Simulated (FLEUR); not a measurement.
Computed results, one entry a study.

## Fe: parallel and opposed starts

Symmetry: Im-3m, No. 229, cubic system. Conventional cell: a = 2.860 Å, b = 2.860 Å, c = 2.860 Å, α = 90.00°, β = 90.00°, γ = 90.00°. Nearest to Fe lie 8 Fe at 2.48 Å.

```xyz
1
Lattice="-1.4302 1.4302 1.4302 1.4302 -1.4302 1.4302 1.4302 1.4302 -1.4302" Properties=species:S:1:pos:R:3 pbc="T T T"
Fe    0.0000    0.0000    0.0000
```

```yaml
method: LDA (VWN); all-electron FLAPW, Dirac cores, scalar-relativistic bands (and 1 further level or step)
program: FLEUR MaX-R8.1
settings_of_one_run: kmax 3.6 1/bohr, gmax 10.8 1/bohr, muffin tin radii Fe: 2.28 bohr, lmax Fe: [8, 6], hist occupations, smearing width 0.05 eV, mixer Anderson, mixing 0.05, max iterations 90, stop 2.00e-5 me/bohr³, collinear spin, 14×14×14 k-mesh, mesh matched on, starting moments 2.8 μB
cost: 5 runs, 89 s in all on 4 MPI ranks of Intel Xeon 6975P-C (Granite Rapids), shared host (the runs of this entry)
notes: The database entry behind the starting cell differs from later determinations by our own check (about 0.2 % short). The run is spin-polarised, with a total moment of 2.21 μB a cell. Only 4 starts were tried; other patterns of signs, canted and longer-period orders were not.
lowest_state_found: ferromagnetic (initial ferro +)
largest_site_spin_moment: 2.23 μB
next_finished_state: antiferromagnetic, 205 meV a seeded atom higher
energy_gained_by_spin_polarisation: 440 meV a seeded atom
orbital_moment_on_the_atom_of_largest_spin_along_its_spin_spin_orbit_run: 0.0495 μB
```

The lowest state found is ferromagnetic, reached from the start ferro +, with moments up to 2.23 μB. The next finished state costs 205 meV a seeded atom.

[Logs and program files are shortened in this print: banners, set-up blocks, solver, clock and traceback lines can be left out without a mark of their own.]

[Logs are printed without paths, hosts, clocks, repeated set-up lines and the standing remarks that a program may print on its own settings, such as how far it seeks lower states.]

[Hosts, paths, dates, database ids (printed as entryN), source tags and the programs' standing remarks are cut or masked in the printed files.]

[Where a cell is said to come from a database of computed structures, the database is the Materials Project.]
